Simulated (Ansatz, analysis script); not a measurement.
**Pt: how near to magnetism**

Wanted: E(M), the field that holds each moment, and the spin susceptibility of Pt.

Main program and level: Ansatz 0.2.0; PBE, PAW set soft_1.

## 1. Starting point

The structure is cubic, space group Fm-3m (No. 225). The conventional cell has a = 3.922 Å, b = 3.922 Å, c = 3.922 Å, α = 90.00°, β = 90.00°, γ = 90.00°. Nearest to Pt lie 12 Pt at 2.77 Å.

## 2. The collinear state

The work starts on two spin channels, which tell the size of the moments.

input.yaml

```yaml
crystal:
  lattice:
    - [0.0, 1.9609, 1.9609]
    - [1.9609, 0.0, 1.9609]
    - [1.9609, 1.9609, 0.0]
  atoms:
    - { symbol: Pt, position: [0.0, 0.0, 0.0], spin: 0.6 }
magnetization:
  spin_polarized: true
kpoints:
  mp_grid: { grid: [14, 14, 14] }
hamiltonian:
  xc: pbe
  pseudopotentials: { kind: paw, azcp: { folder: soft_1 } }
scf:
  occupations: { method: fermi_dirac, width: 0.05 }
  max_iter: 120
  convergence: { dr2_threshold: 1.0e-08 }
  lower_state_search: "off"
output:
  write_density: true
  write_potential: true
  elf: true
  volumetric_format: npy
```

Started as:

```sh
ansatz run input.yaml --threads 2 --pin off --max-ram 5120MiB --backend cpu --events-out ev --progress --plain --runs-dir out
```

Numbers of over 12 decimals in the logs are rounded to 6 here.

What it wrote:

```text
Engine: ansatz 0.2.0, aarch64-unknown-linux-gnu
Pseudopotentials: kind: paw
Pseudopotential: Pt, paw, valence charge 18, recommended cutoff 420 eV (normal), soft_1/Pt.paw.azcp
Functional definition: PBE
  parameter kappa = 0.804
  parameter beta = 0.066725
  exchange = pbe_x(kappa = kappa, mu = beta*pi^2/3)
  correlation = pbe_c(beta = beta)
Crystal: 1 atoms, lattice volume = 15.080 Å³
Basis set: ecut = 420 eV, 283 PW (Γ)
Bands: 14, of which v1, the nominal top of the filled ones, is band 9 counted from 1 (8 counted from 0)
Symmetry: 48 space group operations
Space group: Fm-3m (ITA 225), of the structure as read, at distance tolerance 2.5e-5 Å
Magnetic group: BNS 225.116 (UNI 1618), of the structure as read, at distance tolerance 2.5e-5 Å
k-points: 104 of 2744
Non-local potential: Pt, projectors of the file, l = 0: 3, l = 1: 2, l = 2: 2, l = 3: 1
PAW form: soft (Blöchl's): semilocal exchange-correlation on the pseudo side does not see the compensation charge
PAW one-centre angular grid: Pt, 590 points (default); XC on 64 Gauss nodes
Initial density: superposition of atomic densities (chi_scale 0.1, normalization cell)
Starting moments: Σ|m| = 0.6 μB on 1 of 1 site
Initial wavefunctions: pseudopotential atomic-orbital guess
Functional: x = pbe(κ = 0.804, μ = 0.219515), c = pbe(β = 0.066725)
SCF iter   1: F=—  HF=-12525.010333 eV  |F-HF|=—  |Δ(HF+E_count)|=         —  Δρ=5.83e-2 (↑5.83e-2 ↓3.52e-2)  dr2=1.04e0  dr2_m=6.81e-2  M=0.275 μB ∫|m|=0.280 μB  β_m=0.30  ethr=3.10e-3  ⟨swp⟩=5.0  Hψ=15125  notcnv=0
preconditioner: auto → none  [metal: Δε(μ)=0.010 eV  Ē_g=15.923 eV  σ=0.050 eV  W_gap=0.05  n_scr=8 (ndim 8)  ℏωp=30.2 eV  f_vac=0.000  D(μ)=1.54/eV (n_scr^D=14)  sad-step TF]
SCF iter   2: F=—  HF=-12524.831752 eV  |F-HF|=—  |Δ(HF+E_count)|=   1.79e-1  Δρ=4.07e-2 (↑4.07e-2 ↓2.45e-2)  dr2=4.73e-1  dr2_m=3.90e-2  M=0.250 μB ∫|m|=0.257 μB  β_m=0.30  ethr=3.10e-3  ⟨swp⟩=2.0  Hψ=5356  notcnv=0  defer=96
SCF iter   3: F=—  HF=-12524.690177 eV  |F-HF|=—  |Δ(HF+E_count)|=   1.42e-1  Δρ=1.61e-2 (↑1.10e-2 ↓1.61e-2)  dr2=7.82e-3  dr2_m=2.14e-2  M=0.232 μB ∫|m|=0.242 μB  β_m=0.30  ethr=2.63e-3  ⟨swp⟩=2.0  Hψ=4655  notcnv=0  defer=98
SCF iter   4: F=—  HF=-12524.696021 eV  |F-HF|=—  |Δ(HF+E_count)|=   5.84e-3  Δρ=1.07e-2 (↑1.00e-2 ↓1.07e-2)  dr2=1.63e-3  dr2_m=1.40e-2  M=0.208 μB ∫|m|=0.219 μB  β_m=0.30  ethr=4.34e-5  ⟨swp⟩=1.7  Hψ=4923  notcnv=0  defer=98
SCF iter   5: F=—  HF=-12524.699062 eV  |F-HF|=—  |Δ(HF+E_count)|=   3.04e-3  Δρ=8.29e-3 (↑8.23e-3 ↓8.29e-3)  dr2=1.54e-5  dr2_m=9.41e-3  M=0.188 μB ∫|m|=0.199 μB  β_m=0.30  ethr=9.04e-6  ⟨swp⟩=2.0  Hψ=4029  notcnv=0  defer=98
SCF iter   6: F=—  HF=-12524.700452 eV  |F-HF|=—  |Δ(HF+E_count)|=   1.39e-3  Δρ=6.92e-3 (↑6.92e-3 ↓6.89e-3)  dr2=2.42e-6  dr2_m=6.59e-3  M=0.169 μB ∫|m|=0.180 μB  β_m=0.30  ethr=8.57e-8  ⟨swp⟩=2.0  Hψ=4236  notcnv=0  defer=98
SCF iter   7: F=—  HF=-12524.701435 eV  |F-HF|=—  |Δ(HF+E_count)|=   9.83e-4  Δρ=5.86e-3 (↑5.86e-3 ↓5.86e-3)  dr2=3.40e-7  dr2_m=4.75e-3  M=0.152 μB ∫|m|=0.163 μB  β_m=0.30  ethr=1.34e-8  ⟨swp⟩=2.0  Hψ=4736  notcnv=0  defer=98
SCF iter   8: F=—  HF=-12524.702174 eV  |F-HF|=—  |Δ(HF+E_count)|=   7.38e-4  Δρ=5.04e-3 (↑5.04e-3 ↓5.04e-3)  dr2=1.14e-8  dr2_m=3.52e-3  M=0.137 μB ∫|m|=0.148 μB  β_m=0.30  ethr=1.89e-9  ⟨swp⟩=2.2  Hψ=4839  notcnv=0  defer=98
SCF iter   9: F=—  HF=-12524.702749 eV  |F-HF|=—  |Δ(HF+E_count)|=   5.75e-4  Δρ=4.39e-3 (↑4.39e-3 ↓4.38e-3)  dr2=3.92e-8  dr2_m=2.66e-3  M=0.124 μB ∫|m|=0.134 μB  β_m=0.30  ethr=5.56e-11  ⟨swp⟩=6.9  Hψ=12655  notcnv=0
Mixer restart at iter 9: flushing history
spin-set hold released at iteration 9 (site moments contracting): the magnetisation degrees of freedom join the quasi-Newton model from the next iteration; the mixer history was flushed
SCF iter  10: F=—  HF=-12524.703205 eV  |F-HF|=—  |Δ(HF+E_count)|=   4.56e-4  Δρ=3.85e-3 (↑3.85e-3 ↓3.84e-3)  dr2=9.23e-8  dr2_m=2.05e-3  M=0.112 μB ∫|m|=0.122 μB  β_m=0.32  ethr=6.35e-11  ⟨swp⟩=3.0  Hψ=6657  notcnv=0
SCF iter  11: F=—  HF=-12524.704427 eV  |F-HF|=—  |Δ(HF+E_count)|=   1.22e-3  Δρ=2.22e-3 (↑2.22e-3 ↓2.22e-3)  dr2=2.77e-8  dr2_m=6.80e-4  M=0.069 μB ∫|m|=0.076 μB  β_m=0.76  ethr=6.35e-11  ⟨swp⟩=4.0  Hψ=7712  notcnv=0
SCF iter  12: F=—  HF=-12524.705200 eV  |F-HF|=—  |Δ(HF+E_count)|=   7.73e-4  Δρ=1.66e-4 (↑1.66e-4 ↓1.52e-4)  dr2=3.58e-7  dr2_m=3.36e-6  M=0.006 μB ∫|m|=0.007 μB  β_m=0.88  ethr=5.56e-11  ⟨swp⟩=7.6  Hψ=14914  notcnv=0
SCF iter  13: F=—  HF=-12524.705207 eV  |F-HF|=—  |Δ(HF+E_count)|=   7.46e-6  Δρ=4.30e-5 (↑2.05e-5 ↓4.30e-5)  dr2=5.49e-7  dr2_m=2.50e-8  M=0.000 μB ∫|m|=0.001 μB  β_m=0.71  ethr=6.35e-11  ⟨swp⟩=3.2  Hψ=6607  notcnv=0
SCF iter  14: F=—  HF=-12524.705207 eV  |F-HF|=—  |Δ(HF+E_count)|=   1.58e-7  Δρ=1.13e-5 (↑1.13e-5 ↓5.73e-6)  dr2=1.16e-8  dr2_m=8.10e-9  M=0.000 μB ∫|m|=0.000 μB  β_m=0.73  ethr=6.35e-11  ⟨swp⟩=2.7  Hψ=5181  notcnv=0
iter 15 did not close the SCF: its close was put off for a magnetic moment that had not settled (scf_convergence_deferred on its scf_iter line)
SCF iter  15: F=-12524.705207 eV  HF=-12524.705207 eV  |F-HF|=1.48e-9  |Δ(HF+E_count)|=   1.76e-8  Δρ=2.40e-6 (↑2.40e-6 ↓2.07e-6)  dr2=7.36e-11  dr2_m=6.72e-10  M=-0.000 μB ∫|m|=0.000 μB  β_m=0.86  ethr=5.56e-11  ⟨swp⟩=3.0  Hψ=6642  notcnv=0
SCF iter  16: F=-12524.705207 eV  HF=-12524.705207 eV  |F-HF|=3.64e-12  |Δ(HF+E_count)|=   1.85e-9  Δρ=1.75e-7 (↑1.17e-7 ↓1.75e-7)  dr2=1.19e-12  dr2_m=2.57e-12  M=0.000 μB ∫|m|=0.000 μB  ethr=1.00e-12  ⟨swp⟩=1.0  Hψ=8093  notcnv=0
WARN: the starting moments were not kept: the SCF closed with an absolute magnetisation of 1.3e-6 μB, where they sum to 0.6 μB in size (1 site). That is at most 0.1 of that sum. Measured as dr2_m measures the in/out step, that magnetisation stands 5.7e-13 eV from none, at or under the dr2_threshold of 1.0e-8 eV: it is no larger than a step whose dr2_m would equal this threshold. The system may hold no moment; this SC [...]
SCF 1 converged in 16 iterations: F = -12524.705207 eV  dr2 = 1.19e-12
  greatest PAW one-centre occupation: 1.000 electrons in one spin orbital (limit 2), on the Pt atom at site 0 (counted from 0), in its partial waves of l = 0
SCF converged after 16 iterations
Magnetization: 0.0000 μB (9.0000 up, 9.0000 down)
Absolute magnetization: 0.0000 μB (∫|ρ↑−ρ↓|, with the PAW one-centre terms)
Spin contamination: 0.0000 ħ² per cell (⟨S²⟩ above its minimum at these occupations)
Per-site moments (μB) at R_I (Å): [(6.734363224502054e-7, 1.143917)]
Free energy (F): -12524.705207 eV
Harris-Foulkes:  -12524.705207 eV  (|F-HF|=3.64e-12)
Internal energy: -12524.691484 eV  (E = F + TS)
E sigma→0 (E₀):  -12524.698345 eV
Entropy (-TS):   -0.013723 eV (-13.723 meV/atom)
Fermi energy:    23.391139 eV
--- Per-component energies (eV) ---
  E_band       = -128.503004
  E_kinetic    = 597.382104
  E_local      = -1424.140642  (includes V_loc(G=0)·N_el)
  E_nonlocal   = 203.830798
  E_hartree    = 541.856618
  E_xc         = -232.610385
  E_vxc        = -271.778202  (∫ρ·V_xc dr)
  E_paw        = -9483.869745  (= ΣΔE_a)
  E_vpaw       = -317.511367  (= ΣTr[D̂ρ^β])
  E_aug_tail   = 0.001115  (compensation charges beyond the density's cutoff)
  E_ewald      = -2727.141345
  E_smearing   = -0.013723  (= −TS)
  E_closure    = -0.000000  (closes the sum)
  Σ components = -12524.705207   (vs F -12524.705207, Δ=0.00e0)
--- Band table (eV; the first three rows and the last of 208) ---
  k-point 0 ↑: bands = [... 5 lower, 19.6000, 19.6000, 19.6000, 21.7636, 21.7636, 38.0335, 42.9710, 42.9710, ... 1 higher]
  k-point 1 ↑: bands = [... 5 lower, 19.5096, 19.6812, 19.6812, 21.7191, 21.7191, 38.3466, 41.9421, 43.2810, ... 1 higher]
  k-point 2 ↑: bands = [... 5 lower, 19.3041, 19.8699, 19.8699, 21.6538, 21.6538, 39.1328, 40.0108, 44.1635, ... 1 higher]
  k-point 103 ↓: bands = [... 5 lower, 18.2954, 19.4485, 21.5284, 23.9008, 30.5758, 30.7590, 32.5235, 35.4409, ... 1 higher]
```

Wall time 2.2 s (2 threads of Arm Neoverse V2, shared host); peak memory 0.25 GiB; 4.2 s of CPU time.

The spin moment in the atom's sphere vanishes on all atoms.

The run ends non-magnetic, with a net moment of 0 μB a cell. The run left the order that was typed.

Valence density in the ac plane of the conventional cell at fractional y = 0.000, with atoms of Pt within 0.2 Å of it. It is the smooth field of the valence electrons, not physical close to the nuclei.

Values in e/Å³, 14 rows by 14 columns, each cell a mean:
```
10  8  4  1  0  0  0  0  0  0  1  2  6  9
 7  5  2  1  0  0  0  0  0  0  0  1  3  6
 3  2  1  0  0  0  0  0  0  0  0  1  1  2
 1  1  0  0  0  1  1  1  1  1  0  0  0  1
 0  0  0  0  1  2  4  5  4  2  1  0  0  0
 0  0  0  1  2  5  8  9  7  4  1  0  0  0
 0  0  0  1  3  7 10 11  9  5  1  0  0  0
 0  0  0  1  2  6  9 10  8  4  1  0  0  0
 0  0  0  0  1  3  6  7  5  2  1  0  0  0
 0  0  0  0  1  1  2  3  2  1  0  0  0  0
 1  1  1  0  0  0  1  1  1  0  0  0  1  1
 5  4  2  1  0  0  0  0  0  0  0  1  2  4
 9  7  4  1  0  0  0  0  0  0  1  2  5  8
11  9  5  1  0  0  0  0  0  0  1  3  7 10
```
Columns run along a (3.9 Å), rows up along c (3.9 Å), edges of the conventional cell, whose origin can differ from the input's. Atoms in or near the plane, at fractional coordinates: Pt at (0.00, 0.00), Pt at (0.50, 0.50).

ELF in the ac plane of the conventional cell at fractional y = 0.000, with atoms of Pt within 0.2 Å of it. It is the smooth field of the valence electrons, not physical close to the nuclei.

Values, 14 rows by 14 columns, each cell a mean:
```
0.58 0.57 0.54 0.40 0.25 0.19 0.15 0.14 0.16 0.21 0.31 0.47 0.56 0.58
0.58 0.54 0.45 0.32 0.25 0.21 0.19 0.19 0.20 0.23 0.28 0.38 0.49 0.56
0.50 0.44 0.34 0.28 0.26 0.25 0.25 0.26 0.25 0.26 0.27 0.30 0.38 0.47
0.32 0.29 0.26 0.28 0.28 0.32 0.40 0.43 0.37 0.30 0.28 0.27 0.28 0.31
0.21 0.22 0.24 0.26 0.34 0.45 0.54 0.56 0.51 0.41 0.30 0.26 0.23 0.21
0.16 0.17 0.22 0.29 0.44 0.54 0.57 0.58 0.56 0.51 0.37 0.25 0.20 0.16
0.13 0.16 0.21 0.32 0.50 0.58 0.58 0.60 0.58 0.56 0.43 0.26 0.19 0.14
0.14 0.16 0.21 0.31 0.47 0.56 0.58 0.58 0.57 0.54 0.40 0.25 0.19 0.15
0.19 0.20 0.23 0.28 0.38 0.49 0.56 0.58 0.54 0.45 0.32 0.25 0.21 0.19
0.26 0.25 0.26 0.27 0.30 0.38 0.47 0.50 0.44 0.34 0.28 0.26 0.25 0.25
0.43 0.37 0.30 0.28 0.27 0.28 0.31 0.32 0.29 0.26 0.28 0.28 0.32 0.40
0.56 0.51 0.41 0.30 0.26 0.23 0.21 0.21 0.22 0.24 0.26 0.34 0.45 0.54
0.58 0.56 0.51 0.37 0.25 0.20 0.16 0.16 0.17 0.22 0.29 0.44 0.54 0.57
0.60 0.58 0.56 0.43 0.26 0.19 0.14 0.13 0.16 0.21 0.32 0.50 0.58 0.58
```
Columns run along a (3.9 Å), rows up along c (3.9 Å), edges of the conventional cell, whose origin can differ from the input's. Atoms in or near the plane, at fractional coordinates: Pt at (0.00, 0.00), Pt at (0.50, 0.50).

## 3. Mesh refined

Levels at the Fermi energy are partly filled, so moments and energy differences can hang on the k-mesh, and the state is solved again on a denser one.

input.yaml, the sections that differ from step 2:

```yaml
kpoints:
  mp_grid: { grid: [17, 17, 17] }
basis:
  ecutwfc: 420.0
# crystal, magnetization, hamiltonian, scf: as in step 2
# output: removed
```

What it wrote:

```text
[...]
Crystal: 1 atoms, lattice volume = 15.080 Å³
Basis set: ecut = 420 eV, 283 PW (Γ)
Bands: 14, of which v1, the nominal top of the filled ones, is band 9 counted from 1 (8 counted from 0)
Symmetry: 48 space group operations
[...]
k-points: 165 of 4913
[...]
Starting moments: Σ|m| = 0.6 μB on 1 of 1 site
[...]
SCF converged after 15 iterations
Magnetization: -0.0000 μB (9.0000 up, 9.0000 down)
Absolute magnetization: 0.0000 μB (∫|ρ↑−ρ↓|, with the PAW one-centre terms)
[...]
Per-site moments (μB) at R_I (Å): [(-6.937635310959653e-7, 1.143917)]
Free energy (F): -12524.701134 eV
[...]
Internal energy: -12524.686279 eV  (E = F + TS)
E sigma→0 (E₀):  -12524.693706 eV
Entropy (-TS):   -0.014855 eV (-14.855 meV/atom)
Fermi energy:    23.399700 eV
[...]
```

The job ended after 2.6 s (2 threads; peak memory 0.27 GiB).

The spin moment in the atom's sphere vanishes on all atoms.

The run ends non-magnetic, with a net moment of 0 μB a cell, against 0 μB on the first mesh.

## 4. The non-magnetic reference

The state without spin is the zero of E(M).

input.yaml, the sections that differ from step 3:

```yaml
crystal:
  lattice:
    - [0.0, 1.9609, 1.9609]
    - [1.9609, 0.0, 1.9609]
    - [1.9609, 1.9609, 0.0]
  atoms:
    - { symbol: Pt, position: [0.0, 0.0, 0.0] }
scf:
  occupations: { method: fermi_dirac, width: 0.05 }
  max_iter: 120
  convergence: { dr2_threshold: 1.0e-08 }
# kpoints, hamiltonian, basis: as in step 3
# magnetization: removed
```

Started as:

```sh
ansatz run input.yaml --threads 1 --pin off --max-ram 2560MiB --backend cpu --events-out ev --progress --plain --runs-dir out
```

What it wrote:

```text
[...]
Crystal: 1 atoms, lattice volume = 15.080 Å³
Basis set: ecut = 420 eV, 283 PW (Γ)
Bands: 13, of which v1, the nominal top of the filled ones, is band 9 counted from 1 (8 counted from 0)
Symmetry: 48 space group operations
[...]
k-points: 165 of 4913
[...]
SCF iter   1: F=—  HF=-12525.031359 eV  |F-HF|=—  |Δ(HF+E_count)|=         —  Δρ=8.55e-2  dr2=1.04e0  ethr=3.10e-3  ⟨swp⟩=5.0  Hψ=11162  notcnv=0
[...]
SCF iter   7: F=-12524.701134 eV  HF=-12524.701134 eV  |F-HF|=2.49e-10  |Δ(HF+E_count)|=   8.81e-9  Δρ=1.69e-6  dr2=3.30e-10  ethr=5.56e-11  ⟨swp⟩=2.0  Hψ=4319  notcnv=0
SCF 1 converged in 7 iterations: F = -12524.701134 eV  dr2 = 3.30e-10
[...]
SCF converged after 7 iterations
Free energy (F): -12524.701134 eV
[...]
Internal energy: -12524.686279 eV  (E = F + TS)
E sigma→0 (E₀):  -12524.693706 eV
Entropy (-TS):   -0.014855 eV (-14.855 meV/atom)
Fermi energy:    23.399685 eV
[...]
```

Wall time 1.3 s (1 thread); peak memory 0.26 GiB.

## 5. Without spin, levels printed

input.yaml, as its differences from that of step 4:

```diff
@@ -18 +18,3 @@
   ecutwfc: 420.0
+output:
+  eigenvalues: true
```

What it wrote:

```text
[...]
Crystal: 1 atoms, lattice volume = 15.080 Å³
Basis set: ecut = 420 eV, 283 PW (Γ)
Bands: 13, of which v1, the nominal top of the filled ones, is band 9 counted from 1 (8 counted from 0)
Symmetry: 48 space group operations
[...]
k-points: 165 of 4913
[...]
Fermi energy:    23.399685 eV
[...]
--- Band table (eV; the first three rows and the last of 165) ---
  k-point 0: bands = [... 5 lower, 19.6026, 19.6026, 19.6026, 21.7652, 21.7652, 38.0346, 42.9702, 42.9702]
  k-point 1: bands = [... 5 lower, 19.5400, 19.6585, 19.6585, 21.7338, 21.7338, 38.2494, 42.2311, 43.1812]
  k-point 2: bands = [... 5 lower, 19.3828, 19.8022, 19.8022, 21.6706, 21.6706, 38.8279, 40.7242, 43.7932]
  k-point 164: bands = [... 5 lower, 18.6112, 19.0342, 21.4398, 23.8365, 29.9859, 31.7318, 32.1493, 35.6460]
[key lines of the parts left out:]
SCF converged after 7 iterations
Free energy (F): -12524.701134 eV
```

The job ended after 1.3 s (1 thread; peak memory 0.26 GiB).

## 6. Total moment fixed at 0.1 μB

Two Fermi levels, one a spin, hold the total moment exactly, which reaches states that a free run would leave.

input.yaml, the sections that differ from step 5:

```yaml
crystal:
  lattice:
    - [0.0, 1.9609, 1.9609]
    - [1.9609, 0.0, 1.9609]
    - [1.9609, 1.9609, 0.0]
  atoms:
    - { symbol: Pt, position: [0.0, 0.0, 0.0], spin: 0.1 }
magnetization:
  spin_polarized: true
  initial_magnetization: 0.1
  spin_locking: { lock_magnetization: hard }
scf:
  occupations: { method: fermi_dirac, width: 0.05 }
  max_iter: 120
  convergence: { dr2_threshold: 1.0e-08 }
  lower_state_search: "off"
# kpoints, hamiltonian, basis: as in step 5
# output: removed
```

What it wrote:

```text
[...]
Crystal: 1 atoms, lattice volume = 15.080 Å³
Basis set: ecut = 420 eV, 283 PW (Γ)
Bands: 14, of which v1, the nominal top of the filled ones, is band 9 counted from 1 (8 counted from 0)
Symmetry: 48 space group operations
[...]
k-points: 165 of 4913
[...]
Starting moments: Σ|m| = 0.1 μB on 1 of 1 site
[...]
SCF iter   1: F=—  HF=-12525.030162 eV  |F-HF|=—  |Δ(HF+E_count)|=         —  Δρ=4.31e-2 (↑4.23e-2 ↓4.31e-2)  dr2=1.04e0  dr2_m=5.15e-4  M=0.100 μB ∫|m|=0.100 μB  β_m=0.30  ethr=3.10e-3  ⟨swp⟩=5.0  Hψ=23986  notcnv=0
[...]
SCF iter   8: F=-12524.700385 eV  HF=-12524.700385 eV  |F-HF|=1.09e-11  |Δ(HF+E_count)|=  2.49e-10  Δρ=9.58e-8 (↑9.58e-8 ↓2.10e-8)  dr2=1.35e-12  dr2_m=3.32e-13  M=0.100 μB ∫|m|=0.103 μB  ethr=1.00e-12  ⟨swp⟩=1.0  Hψ=12064  notcnv=0
SCF 1 converged in 8 iterations: F = -12524.700385 eV  dr2 = 1.35e-12
[...]
SCF converged after 8 iterations
Stability checked in part: among states of this total moment the steps that led to this state did not find it unstable. No probe was made; neither looks for a lower state of another moment (fixed_total_moment; see scf.lower_state_search)
Magnetization: 0.1000 μB (9.0500 up, 8.9500 down)
Absolute magnetization: 0.1035 μB (∫|ρ↑−ρ↓|, with the PAW one-centre terms)
[...]
Per-site moments (μB) at R_I (Å): [(0.100767, 1.143917)]
Free energy (F): -12524.700385 eV
[...]
Internal energy: -12524.686200 eV  (E = F + TS)
E sigma→0 (E₀):  -12524.693292 eV
Entropy (-TS):   -0.014186 eV (-14.186 meV/atom)
Fermi energy:    23.403786 (↑ 23.419591, ↓ 23.387982) eV
[...]
```

It took 3 s on 1 thread; peak memory 0.26 GiB.

The energy is 0.749 meV from the state without spin, and the largest site carries 0.101 μB.

## 7. Total moment fixed at 0.2 μB

input.yaml, the sections that differ from step 6:

```yaml
crystal:
  lattice:
    - [0.0, 1.9609, 1.9609]
    - [1.9609, 0.0, 1.9609]
    - [1.9609, 1.9609, 0.0]
  atoms:
    - { symbol: Pt, position: [0.0, 0.0, 0.0], spin: 0.2 }
magnetization:
  spin_polarized: true
  initial_magnetization: 0.2
  spin_locking: { lock_magnetization: hard }
# kpoints, hamiltonian, scf, basis: as in step 6
```

What it wrote:

```text
[...]
Crystal: 1 atoms, lattice volume = 15.080 Å³
Basis set: ecut = 420 eV, 283 PW (Γ)
Bands: 14, of which v1, the nominal top of the filled ones, is band 9 counted from 1 (8 counted from 0)
Symmetry: 48 space group operations
[...]
k-points: 165 of 4913
[...]
Starting moments: Σ|m| = 0.2 μB on 1 of 1 site
[...]
Magnetization: 0.2000 μB (9.1000 up, 8.9000 down)
Absolute magnetization: 0.2066 μB (∫|ρ↑−ρ↓|, with the PAW one-centre terms)
[...]
Per-site moments (μB) at R_I (Å): [(0.201364, 1.143917)]
Free energy (F): -12524.697688 eV
[...]
Internal energy: -12524.684640 eV  (E = F + TS)
E sigma→0 (E₀):  -12524.691164 eV
Entropy (-TS):   -0.013049 eV (-13.049 meV/atom)
Fermi energy:    23.416222 (↑ 23.455829, ↓ 23.376616) eV
[...]
[key lines of the parts left out:]
SCF converged after 8 iterations
```

Wall time 2.9 s (1 thread); peak memory 0.26 GiB.

The energy is 3.45 meV from the state without spin, and the largest site carries 0.201 μB.

(Part 1 of 2 ends here.)

[Logs and program files are shortened in this print: banners, set-up blocks, solver, clock and traceback lines can be left out without a mark of their own.]

[Logs are printed without paths, hosts, clocks, repeated set-up lines and the standing remarks that a program may print on its own settings, such as how far it seeks lower states.]

[Hosts, paths, dates, database ids (printed as entryN), source tags and the programs' standing remarks are cut or masked in the printed files.]
